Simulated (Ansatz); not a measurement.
**Ca on Zr(0001): change of the work function**

Aim: the work function of Zr(0001) at several coverages of Ca (fcc site), and the dipole that each adsorbate carries.

Main program and level: Ansatz 0.2.0; plane-wave DFT, PBE, Ansatz PAW.

Report form: inputs, costs, results and the conclusion, without the logs.

## (1) The system as given

The cell holds 4 atoms: 4 Zr. Its edges and angles: a = 3.230 Å, b = 3.230 Å, c = 25.718 Å, α = 90.0°, β = 90.0°, γ = 60.0°. Vacuum lies along c.

## (2) The clean slab

The bare slab comes first, as the zero from which every change is counted. The two lowest layers are held at bulk places and the upper ones relax. The dipole correction removes the false field that a one-sided slab makes across the periodic vacuum, so each face gets a flat vacuum level of its own.

input.yaml reads:

```yaml
crystal:
  lattice:
    - [3.23, 0.0, 0.0]
    - [1.615, 2.7972620542, 0.0]
    - [0.0, 0.0, 25.718085]
  atoms:
    - { symbol: Zr, position: [0.6666666667, 0.6666666667, 0.3499482951] }
    - { symbol: Zr, position: [0.0, 0.0, 0.449982765] }
    - { symbol: Zr, position: [0.6666666667, 0.6666666667, 0.550017235] }
    - { symbol: Zr, position: [0.0, 0.0, 0.6500517049] }
kpoints:
  mp_grid: { grid: [12, 12, 1] }
hamiltonian:
  xc: pbe
scf:
  occupations: { method: fermi_dirac, width: 0.1 }
  convergence: { dr2_threshold: 1.0e-08 }
efield:
  axis: 3
  dipole_correction: true
  ramp_position: 0.97
  ramp_width: 0.06
relax:
  f_tol: 0.02
  max_steps: 60
  constraints: [{ sites: [0, 1] }]
output:
  write_potential: true
  write_density: true
  volumetric_format: npy
```

Run with:

```console
ansatz run input.yaml --threads 4 --pin off --max-ram 16384MiB --backend cpu --events-out ev --progress --plain --runs-dir out
```

Wall time 11 s (4 threads of Arm Neoverse V2, shared host); peak memory 0.56 GiB.

Step by step:

| step | energy less that of the first step (eV) | largest force component (eV/Å) |
| --- | --- | --- |
| 1 | 0.0000 | 0.6086 |
| 2 | -0.0225 | 0.4689 |
| 3 | -0.0383 | 0.0532 |
| 4 | -0.0387 | 0.0081 |

The run keeps the 6 symmetry operations that the program found, so distortions that break them were not tested.

The atoms that moved most (Å):

| atom | dx | dy | dz | length |
| --- | --- | --- | --- | --- |
| Zr3 | 0.000 | 0.000 | 0.100 | 0.100 |
| Zr4 | 0.000 | 0.000 | -0.033 | 0.033 |

Final coordinates:

```xyz
4
Lattice="3.2300 0.0000 0.0000 1.6150 2.7973 0.0000 0.0000 0.0000 25.7181" Properties=species:S:1:pos:R:3
Zr    3.2300    1.8648    9.0000
Zr    0.0000    0.0000   11.5727
Zr    3.2300    1.8648   14.2450
Zr    0.0000    0.0000   16.6846
```

This step gave:

```yaml
energy_at_zero_smearing: -16733.4762 eV
work_function_upper_face: 4.165 eV
dipole_along_the_normal: 7.18e-4 e·Å
```

Running mean over 2.573 Å of the planar mean; the ramp of the sawtooth is left out. The electron's electrostatic potential energy less the Fermi level by z:

| z (Å) | electron's electrostatic potential energy less the Fermi level (eV) |
| --- | --- |
| 4 | 4.18 |
| 5 | 4.15 |
| 6 | 3.92 |
| 7 | 2.15 |
| 8 | -5.14 |
| 9 | -8.45 |
| 10 | -8.32 |
| 11 | -8.29 |
| 12 | -8.16 |
| 13 | -7.60 |
| 14 | -8.25 |
| 15 | -9.02 |
| 16 | -9.04 |
| 17 | -8.19 |
| 18 | -2.56 |
| 19 | 3.09 |
| 20 | 4.03 |
| 21 | 4.15 |
| 22 | 4.16 |

The relaxation took 4 steps and lowered the energy by 0.039 eV; the largest force on the free atoms ends at 0.0081 eV/Å.

The work function of the upper face is 4.17 eV.

## (3) The covered slab, k-mesh 4×4×1, coverage 0.111 ML

System of this step: Ca/Zr(0001). The cell holds 37 atoms: 36 Zr and 1 Ca. Its edges and angles: a = 9.690 Å, b = 9.690 Å, c = 28.782 Å, α = 90.0°, β = 90.0°, γ = 60.0°. Vacuum lies along c.

The clean slab as it ended is repeated in the plane and the adsorbate is set on one face; the cell's size fixes the coverage, and the k-mesh shrinks with it to keep the sampling density about even. Adsorbate and upper layers relax, since the dipole depends on the height.

input.yaml reads:

```yaml
crystal:
  lattice:
    - [9.69, 0.0, 0.0]
    - [4.845, 8.3917861626, 0.0]
    - [0.0, 0.0, 28.781832517]
  atoms:
    - { symbol: Zr, position: [0.2222222222, 0.2222222222, 0.3126972542] }
    - { symbol: Zr, position: [0.0, 0.0, 0.4020833278] }
    - { symbol: Zr, position: [0.2222222222, 0.2222222222, 0.4949288406] }
    - { symbol: Zr, position: [0.0, 0.0, 0.579692564] }
    - { symbol: Zr, position: [0.2222222222, 0.5555555556, 0.3126972542] }
    - { symbol: Zr, position: [0.0, 0.3333333333, 0.4020833278] }
    - { symbol: Zr, position: [0.2222222222, 0.5555555556, 0.4949288406] }
    - { symbol: Zr, position: [0.0, 0.3333333333, 0.579692564] }
[... 25 atom lines left out ...]
    - { symbol: Zr, position: [0.6666666667, 0.6666666667, 0.4020833278] }
    - { symbol: Zr, position: [0.8888888889, 0.8888888889, 0.4949288406] }
    - { symbol: Zr, position: [0.6666666667, 0.6666666667, 0.579692564] }
    - { symbol: Ca, position: [0.1111111111, 0.1111111111, 0.6873027458] }
kpoints:
  mp_grid: { grid: [4, 4, 1] }
hamiltonian:
  xc: pbe
scf:
  occupations: { method: fermi_dirac, width: 0.1 }
  convergence: { dr2_threshold: 1.0e-08 }
efield:
  axis: 3
  dipole_correction: true
  ramp_position: 0.97
  ramp_width: 0.06
relax:
  f_tol: 0.02
  max_steps: 60
  constraints:
    - { sites: [0, 1, 4, 5, 8, 9, 12, 13, 16, 17, 20, 21, 24, 25, 28, 29, 32, 33] }
output:
  write_potential: true
  write_density: true
  volumetric_format: npy
```

Wall time 10 min (4 threads); peak memory 10 GiB.

Step by step:

| step | energy less that of the first step (eV) | largest force component (eV/Å) |
| --- | --- | --- |
| 1 | 0.0000 | 0.8469 |
| 2 | -0.1723 | 0.6037 |
| 3 | -0.2418 | 0.1291 |
| 4 | -0.2475 | 0.0396 |
| 5 | -0.2486 | 0.0185 |

The run keeps the 6 symmetry operations that the program found, so distortions that break them were not tested.

The atoms that moved most (Å):

| atom | dx | dy | dz | length |
| --- | --- | --- | --- | --- |
| Ca37 | 0.000 | 0.000 | -0.402 | 0.402 |
| Zr20 | -0.044 | -0.025 | 0.077 | 0.092 |
| Zr24 | 0.000 | 0.051 | 0.077 | 0.092 |
| Zr32 | 0.044 | -0.025 | 0.077 | 0.092 |
| Zr8 | 0.000 | -0.014 | -0.083 | 0.085 |
| Zr16 | -0.012 | 0.007 | -0.083 | 0.085 |
| Zr4 | 0.012 | 0.007 | -0.083 | 0.085 |
| Zr12 | -0.013 | 0.008 | 0.069 | 0.071 |

The relaxed structure:

```
Zr Ca
1.0
     9.69000    0.00000    0.00000
     4.84500    8.39179    0.00000
     0.00000    0.00000   28.78183
Zr Ca
36 1
Direct
  0.22222 0.22222 0.31270
  0.00000 0.00000 0.40208
  0.22383 0.22383 0.49289
  0.00086 0.00086 0.57680
  0.22222 0.55556 0.31270
  0.00000 0.33333 0.40208
  0.22127 0.55603 0.49689
  0.00086 0.33161 0.57680
  0.22222 0.88889 0.31270
  0.00000 0.66667 0.40208
  0.22383 0.88567 0.49289
  0.99817 0.66758 0.58210
  0.55556 0.22222 0.31270
  0.33333 0.00000 0.40208
  0.55603 0.22127 0.49689
  0.33161 0.00086 0.57680
  0.55556 0.55556 0.31270
  0.33333 0.33333 0.40208
  0.55603 0.55603 0.49689
  0.33030 0.33030 0.58235
  0.55556 0.88889 0.31270
  0.33333 0.66667 0.40208
  0.56050 0.88642 0.49402
  0.33030 0.67273 0.58235
  0.88889 0.22222 0.31270
  0.66667 0.00000 0.40208
  0.88567 0.22383 0.49289
  0.66758 0.99817 0.58210
  0.88889 0.55556 0.31270
  0.66667 0.33333 0.40208
  0.88642 0.56050 0.49402
  0.67273 0.33030 0.58235
  0.88889 0.88889 0.31270
  0.66667 0.66667 0.40208
  0.88642 0.88642 0.49402
  0.66758 0.66758 0.58210
  0.11111 0.11111 0.67335
```

This step gave:

```
energy at zero smearing        : -152418.7472 eV
work function, upper face      : 2.932 eV
work function, lower face      : 4.187 eV
dipole along the normal        : 0.5644 e·Å
step between the vacuum levels : -1.256 eV
```

Running mean over 2.573 Å of the planar mean; the ramp of the sawtooth is left out. Electron's electrostatic potential energy less the Fermi level against z:

| z (Å) | electron's electrostatic potential energy less the Fermi level (eV) |
| --- | --- |
| 4 | 4.18 |
| 5 | 4.16 |
| 6 | 3.92 |
| 7 | 2.13 |
| 8 | -5.12 |
| 9 | -8.44 |
| 10 | -8.32 |
| 11 | -8.28 |
| 12 | -8.17 |
| 13 | -7.68 |
| 14 | -8.26 |
| 15 | -8.87 |
| 16 | -8.86 |
| 17 | -8.14 |
| 18 | -3.18 |
| 19 | 1.69 |
| 20 | 2.22 |
| 21 | 2.67 |
| 22 | 2.89 |
| 23 | 2.93 |
| 24 | 2.93 |
| 25 | 2.93 |

The relaxation took 5 steps and lowered the energy by 0.25 eV; the largest force on the free atoms ends at 0.018 eV/Å.

The covered face has 2.93 eV, -1.23 eV against the clean one; the bare back face has moved by +0.01 eV, a measure of how thin the slab is.

## (4) Adsorbate added, k-mesh 6×6×1, coverage 0.25 ML

System of this step: Ca/Zr(0001). The cell holds 17 atoms: 16 Zr and 1 Ca. Cell: a = 6.460 Å, b = 6.460 Å, c = 28.782 Å, α = 90.0°, β = 90.0°, γ = 60.0°. Vacuum lies along c.

Another coverage, to see how the dipoles act on each other as their distance changes.

input.yaml reads:

```yaml
crystal:
  lattice:
    - [6.46, 0.0, 0.0]
    - [3.23, 5.5945241084, 0.0]
    - [0.0, 0.0, 28.781832517]
  atoms:
    - { symbol: Zr, position: [0.3333333333, 0.3333333333, 0.3126972542] }
    - { symbol: Zr, position: [0.0, 0.0, 0.4020833278] }
    - { symbol: Zr, position: [0.3333333333, 0.3333333333, 0.4949288406] }
    - { symbol: Zr, position: [0.0, 0.0, 0.579692564] }
    - { symbol: Zr, position: [0.3333333333, 0.8333333333, 0.3126972542] }
    - { symbol: Zr, position: [0.0, 0.5, 0.4020833278] }
    - { symbol: Zr, position: [0.3333333333, 0.8333333333, 0.4949288406] }
    - { symbol: Zr, position: [0.0, 0.5, 0.579692564] }
    - { symbol: Zr, position: [0.8333333333, 0.3333333333, 0.3126972542] }
    - { symbol: Zr, position: [0.5, 0.0, 0.4020833278] }
    - { symbol: Zr, position: [0.8333333333, 0.3333333333, 0.4949288406] }
    - { symbol: Zr, position: [0.5, 0.0, 0.579692564] }
    - { symbol: Zr, position: [0.8333333333, 0.8333333333, 0.3126972542] }
    - { symbol: Zr, position: [0.5, 0.5, 0.4020833278] }
    - { symbol: Zr, position: [0.8333333333, 0.8333333333, 0.4949288406] }
    - { symbol: Zr, position: [0.5, 0.5, 0.579692564] }
    - { symbol: Ca, position: [0.1666666667, 0.1666666667, 0.6873027458] }
kpoints:
  mp_grid: { grid: [6, 6, 1] }
hamiltonian:
  xc: pbe
scf:
  occupations: { method: fermi_dirac, width: 0.1 }
  convergence: { dr2_threshold: 1.0e-08 }
efield:
  axis: 3
  dipole_correction: true
  ramp_position: 0.97
  ramp_width: 0.06
relax:
  f_tol: 0.02
  max_steps: 60
  constraints: [{ sites: [0, 1, 4, 5, 8, 9, 12, 13] }]
output:
  dos: { projected: true, e_range: [-8, 4] }
  write_potential: true
  write_density: true
  volumetric_format: npy
  elf: true
```

Run time: 2 min. Hardware: 4 threads; peak memory 3 GiB; 8.1 min of CPU time.

Step by step:

| step | energy less that of the first step (eV) | largest force component (eV/Å) |
| --- | --- | --- |
| 1 | 0.0000 | 0.8022 |
| 2 | -0.1565 | 0.6263 |
| 3 | -0.2294 | 0.1050 |
| 4 | -0.2333 | 0.0257 |
| 5 | -0.2336 | 0.0034 |

The run keeps the 6 symmetry operations that the program found, so distortions that break them were not tested.

The atoms that moved most (Å):

| atom | dx | dy | dz | length |
| --- | --- | --- | --- | --- |
| Ca17 | 0.000 | 0.000 | -0.330 | 0.330 |
| Zr16 | 0.000 | 0.000 | 0.193 | 0.193 |
| Zr15 | 0.000 | 0.000 | -0.075 | 0.075 |
| Zr7 | 0.000 | -0.028 | -0.007 | 0.029 |
| Zr3 | 0.024 | 0.014 | -0.007 | 0.029 |
| Zr11 | -0.024 | 0.014 | -0.007 | 0.029 |
| Zr12 | -0.011 | 0.006 | -0.005 | 0.014 |
| Zr8 | 0.000 | -0.013 | -0.005 | 0.014 |

The relaxed structure:

```
Zr Ca
1.0
     6.46000    0.00000    0.00000
     3.23000    5.59452    0.00000
     0.00000    0.00000   28.78183
Zr Ca
16 1
Direct
  0.33333 0.33333 0.31270
  0.00000 0.00000 0.40208
  0.33581 0.33581 0.49469
  0.00115 0.00115 0.57952
  0.33333 0.83333 0.31270
  0.00000 0.50000 0.40208
  0.33581 0.82837 0.49469
  0.00115 0.49769 0.57952
  0.83333 0.33333 0.31270
  0.50000 0.00000 0.40208
  0.82837 0.33581 0.49469
  0.49769 0.00115 0.57952
  0.83333 0.83333 0.31270
  0.50000 0.50000 0.40208
  0.83333 0.83333 0.49233
  0.50000 0.50000 0.58638
  0.16667 0.16667 0.67582
```

This step gave:

| Item | Value |
| --- | --- |
| energy at zero smearing | -68751.2319 eV |
| work function, upper face | 2.231 eV |
| work function, lower face | 4.184 eV |
| dipole along the normal | 0.3901 e·Å |
| step between the vacuum levels | -1.953 eV |

Running mean over 2.573 Å of the planar mean; the ramp of the sawtooth is left out. The electron's electrostatic potential energy less the Fermi level by z:

z (Å), electron's electrostatic potential energy less the Fermi level (eV) and a bar from the least value:
```
        4       4.18 ##############################
        5       4.15 ##############################
        6       3.92 #############################
        7       2.13 #########################
        8      -5.12 ########
        9      -8.43 #
       10      -8.31 #
       11      -8.27 #
       12      -8.18 #
       13      -7.78 ##
       14      -8.27 #
       15      -8.69 
       16      -8.65 
       17      -8.12 #
       18      -3.81 ###########
       19       0.16 #####################
       20       0.35 #####################
       21       1.37 #######################
       22       2.07 #########################
       23       2.20 #########################
       24       2.23 #########################
       25       2.23 #########################
```

The density of states has structure finer than the step of the table below, so its rows give means over 0.25 eV. Peaks (eV: height): -2.740: 58.3, -0.810: 55.3, -0.090: 38.9, 0.270: 55.9, 0.780: 55.9, 0.840: 57.4, 1.020: 44.5.

Table of density of states by energy, zero at the Fermi level; means over each step:

| energy (eV) | density of states (states/eV a cell) |
| --- | --- |
| -5.50 | 0 |
| -5.25 | 0.182 |
| -5.00 | 1.10 |
| -4.75 | 1.18 |
| -4.50 | 1.23 |
| -4.25 | 2.34 |
| -4.00 | 3.20 |
| -3.75 | 2.72 |
| -3.50 | 2.49 |
| -3.25 | 8.66 |
| -3.00 | 3.40 |
| -2.75 | 15.7 |
| -2.50 | 16.2 |
| -2.25 | 19.3 |
| -2.00 | 22.8 |
| -1.75 | 16.1 |
| -1.50 | 17.2 |
| -1.25 | 20.1 |
| -1.00 | 24.5 |
| -0.75 | 26.7 |
| -0.50 | 12.7 |
| -0.25 | 26.0 |
| 0.00 | 24.6 |
| 0.25 | 29.6 |
| 0.50 | 29.6 |
| 0.75 | 36.9 |

Projected DOS per atom over height of the atomic layer and energy from the Fermi level. Layers: Zr4 Zr4 Zr4 Zr4 Ca from below.

Values in states/eV, 22 rows by 5 columns, each cell a mean:
```
1.92 1.86 1.67 1.83 0.57
2.13 1.21 1.35 1.80 0.54
2.22 1.20 1.21 1.85 0.27
1.58 0.93 0.90 1.30 0.23
1.51 1.65 1.41 1.47 0.20
1.35 1.19 1.35 1.85 1.35
0.92 0.89 0.88 1.03 0.20
1.26 1.53 1.55 1.24 0.11
0.83 1.19 1.28 0.90 0.12
0.46 0.68 0.72 0.49 0.08
0.34 0.36 0.38 0.36 0.08
0.16 0.17 0.16 0.17 0.03
0.16 0.20 0.20 0.17 0.02
0.06 0.11 0.12 0.06 0.01
0.04 0.10 0.10 0.04 0.00
0.00 0.01 0.01 0.01 0.00
0.00 0.00 0.00 0.00 0.00
0.00 0.00 0.00 0.00 0.00
0.00 0.00 0.00 0.00 0.00
0.00 0.00 0.00 0.00 0.00
0.00 0.00 0.00 0.00 0.00
0.00 0.00 0.00 0.00 0.00
```
Columns: height of the atomic layer (Å) from 9 to 19.5; rows upwards: energy from the Fermi level (eV) from -7.96 to 1.04.

Valence density in the ca plane at fractional y = 0.000, with atoms of Zr within 0.2 Å of it. It is the smooth field of the valence electrons, not physical close to the nuclei.

Ten steps, logarithmic in the rise over the least value, from '0' (0.0 e/Å³) to '9' (3.9 e/Å³), each cell a mean:
```
34799985333333447999852111000000000000000000
34688864333443345888642110000000000000000000
33455543334544334555422110000000000000000000
33333333345654333333321110000000000000000000
33333333345654333333321110000000000000000000
33455543334544334555422110000000000000000000
34689864333443345888642110000000000000000000
34799985333333447999852111000000000000000000
35899985333333458999953211100000000000000000
34799975333333346999752211110000000000000000
33567753333444334677532222221000000000000000
33344433334554333444332234432100000000000000
33333333334654333333333235542100000000000000
33344433334554333444332234432100000000000000
33567753333444334677532222221000000000000000
34799975333333346999852211110000000000000000
35899985333333458999953211100000000000000000
```
Columns run along c (16.0 Å, from fractional 0.35 to 0.91 of the cell), rows up along a (6.5 Å). Atoms in or near the plane, at fractional coordinates: Zr at (0.40, 0.00), Zr at (0.58, 0.00), Zr at (0.40, 0.50), Zr at (0.58, 0.50).

Electrostatic potential energy in the ca plane at fractional y = 0.000, with atoms of Zr within 0.2 Å of it. With pseudopotentials it is smooth inside the atoms' cores, unlike the true potential.

Values in eV, 9 rows by 16 columns, each cell a mean:
```
 -4 -48 -19   4   3  -1 -44 -25   5   6   6   6   6   6   6   6
  2  -5   1  -1  -6   2  -3   0   7   7   7   6   6   6   6   6
  3   0   3  -2  -9   3   0   2   7   7   7   6   6   6   6   6
 -2 -38 -14   3   2   0 -34 -18   5   7   6   6   6   6   6   6
 -7 -59 -27   4   5  -3 -56 -34   3   4   5   6   6   6   6   6
  0 -24  -7   2   0   1 -23 -11   3  -1   2   5   6   6   6   6
  3   2   4  -1  -9   2   2   4   2  -8  -1   4   6   6   6   6
  1 -13  -3   2  -3   2 -12  -5   3  -3   1   5   6   6   6   6
 -6 -56 -25   4   5  -2 -53 -32   3   4   4   5   6   6   6   6
```
Columns run along c (16.0 Å, from fractional 0.35 to 0.91 of the cell; values clipped at the 3rd and 97th percentile), rows up along a (6.5 Å). Atoms in or near the plane, at fractional coordinates: Zr at (0.40, 0.00), Zr at (0.58, 0.00), Zr at (0.40, 0.50), Zr at (0.58, 0.50).

ELF in the ca plane at fractional y = 0.000, with atoms of Zr within 0.2 Å of it. It is the smooth field of the valence electrons, not physical close to the nuclei.

Ten even steps from '0' (0.00) to '9' (0.78), each cell a mean:
```
43895893367778637968941234333322110000000000
42489952343334423899621234433211000000000000
33223323322222332233223343332110000000000000
35432245313542244322345543321100000000000000
35432245313542244322345543321100000000000000
33234323322222332343223343332110000000000000
42489952343334423899621234433221000000000000
43795893367678637968941234333322110000000000
43882694378889638826941232111233321000000000
42699972355556525989832210000124442100000000
32257632332223322576323211110024554210000000
34322224322332233222245213531013665310000000
25532345412542245433466215751013665321000000
34322224322332233222245213531013665310000000
32257632332223322576323211110024554210000000
42699972355556525999831210000124442100000000
53882694378899638826951232111233321000000000
```
Columns run along c (16.0 Å, from fractional 0.35 to 0.91 of the cell), rows up along a (6.5 Å). Atoms in or near the plane, at fractional coordinates: Zr at (0.40, 0.00), Zr at (0.58, 0.00), Zr at (0.40, 0.50), Zr at (0.58, 0.50).

The relaxation took 5 steps and lowered the energy by 0.23 eV; the largest force on the free atoms ends at 0.0034 eV/Å.

By hand: a sheet of dipoles makes a step −p/(ε₀A) in the electron's potential. With e/ε₀ = 180.95 V·Å, p = 0.3901 e·Å and A = 36.14 Å², that is −180.95 × (0.3901) / 36.14 = -1.953 eV, and the two vacuum levels of the run differ by -1.953 eV.

The covered face has 2.23 eV, -1.93 eV against the clean one; the bare back face has moved by +0.00 eV, a measure of how thin the slab is.

## (5) Work function against coverage

This step: plane-wave DFT, PBE, Ansatz PAW; work function against coverage (Ansatz 0.2.0).

The runs are now put side by side.

This step gave:

* work function of the clean face: 4.165 eV
* largest change of the work function: -1.934 eV

Table of work function of the covered face by coverage:

| coverage (adsorbates/nm²) | work function of the covered face (eV) |
| --- | --- |
| 0.00 | 4.17 |
| 1.23 | 2.93 |
| 2.77 | 2.23 |

The dipole per adsorbate comes from the change of the cell's dipole. Coverage, by row:

| coverage (1/nm²) | coverage (ML) | work function (eV) | change (eV) | dipole per adsorbate, positive end outwards (debye) | mean height of the added atoms over the highest substrate atom (Å) |
| --- | --- | --- | --- | --- | --- |
| 1.23 | 0.1111 | 2.932 | -1.234 | 2.68 | 2.619 |
| 2.767 | 0.25 | 2.231 | -1.934 | 1.86 | 2.574 |

## (6) Results

```yaml
work_function_of_the_clean_face: 4.17 eV
work_function_at_0p11_ml: 2.93 eV
work_function_at_0p25_ml: 2.23 eV
dipole_per_adsorbate_at_0p11_ml_positive_end_outwards: 2.68 D
```

In words: Ca lowers the work function of Zr(0001) at the lowest coverage, by 1.23 eV: the adsorbate layer has its positive end outwards. The slab has 4 layers, at the tabulated experimental lattice constant, one starting site was run, and quantum-size effects of a slab this thin can reach one or two tenths of an eV.

[Long decimals in the printed logs are rounded to 6 places.]

[Logs are printed without paths, hosts, clocks, repeated set-up lines and the standing remarks that a program may print on its own settings, such as how far it seeks lower states.]

[Hosts, paths, dates, database ids (printed as entryN), source tags and the programs' standing remarks are cut or masked in the printed files.]

[Maps of the electrostatic potential energy from Ansatz leave out the sawtooth potential of an applied field or a dipole correction, so their vacuum need not be flat; planar profiles and work functions include it.]

[The density of states shown here was stored with 400 of the rows of the run's finer table, so its peaks can read low, often by over a quarter, or be missed, and its means over a window can be off by a tenth or more.]
